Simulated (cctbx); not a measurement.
**Which space group?**

Cell: a = 4.7620 Å, b = 11.8050 Å, c = 12.5710 Å, α = 90.00°, β = 90.00°, γ = 90.00°. Expected content of the cell: La4 Zn8 Fe40.

The data are simulated with cctbx, not measured: synchrotron X-rays, λ = 0.4959 Å, to d = 0.6 Å, 95 % of the full sphere, strongest reflection 5000 counts, noise from counting, a 4 % proportional error and a noise floor of 15 counts (s.d.); no absorption.

A first pass over the reflections prints:

```text
12922 reflections to d = 0.600 A
centring   violations  <I/sigma> of those
    A          0 of  6388      0.0
    B          0 of  6454      0.0
    C          0 of  6456      0.0
    I        574 of  6471      1.0
    R        892 of  8607      1.2
    F          0 of  9649      0.0
Laue class    unique    Rint  (classes that these axes allow; Friedel mates merged)
F m m m           507   0.100
space group    extra absences  I>4sigma  <I/sigma>
F 2 2 2                 0          0         -  acentric
F m m 2                 0          0         -  acentric
F 2 m m                 0          0         -  acentric
F m 2 m                 0          0         -  acentric
F m m m                 0          0         -  centric
Wilson B = 1.19 A^2   <|E^2-1|> = 0.810 (0.968 centric, 0.736 acentric)   E^2>4: 2.1 %
shell (A)         n   <I/sigma>
 6.29 - 1.20     73     23.3
 1.20 - 0.95     64     16.2
 0.95 - 0.83     66     11.2
 0.83 - 0.76     62     12.0
 0.76 - 0.70     58      6.5
 0.70 - 0.66     61      7.0
 0.66 - 0.63     66      4.5
 0.63 - 0.60     57      4.8
```

Q: Read the symmetry from these tables.

The reflections that A, B, C and F centring forbids are absent (⟨I/σ⟩ near 0), so the lattice is F. F holds A, B and C together.

Only F m m m fits these axes (Rint 0.100); a search for a hidden higher lattice was not made.

5 settings pass the absence test. No glide or screw absences show, which leaves F 2 2 2, F m m 2, F 2 m m, F m 2 m and F m m m.

⟨|E²−1|⟩ = 0.810 lies between the two ideal values. The Wilson B of 1.19 Å² means U ≈ 0.0151 Å².

The true group is Fmmm (no. 69), Laue class mmm, centrosymmetric. The tables only narrow the choice to the tied entries; cell content, site symmetry and trial solutions must settle it.

The model is made up (kin elements in a known structure type, no relaxation), so it says nothing on whether the phase exists.

[Logs are printed without paths, hosts, clocks, repeated set-up lines and the standing remarks that a program may print on its own settings, such as how far it seeks lower states.]
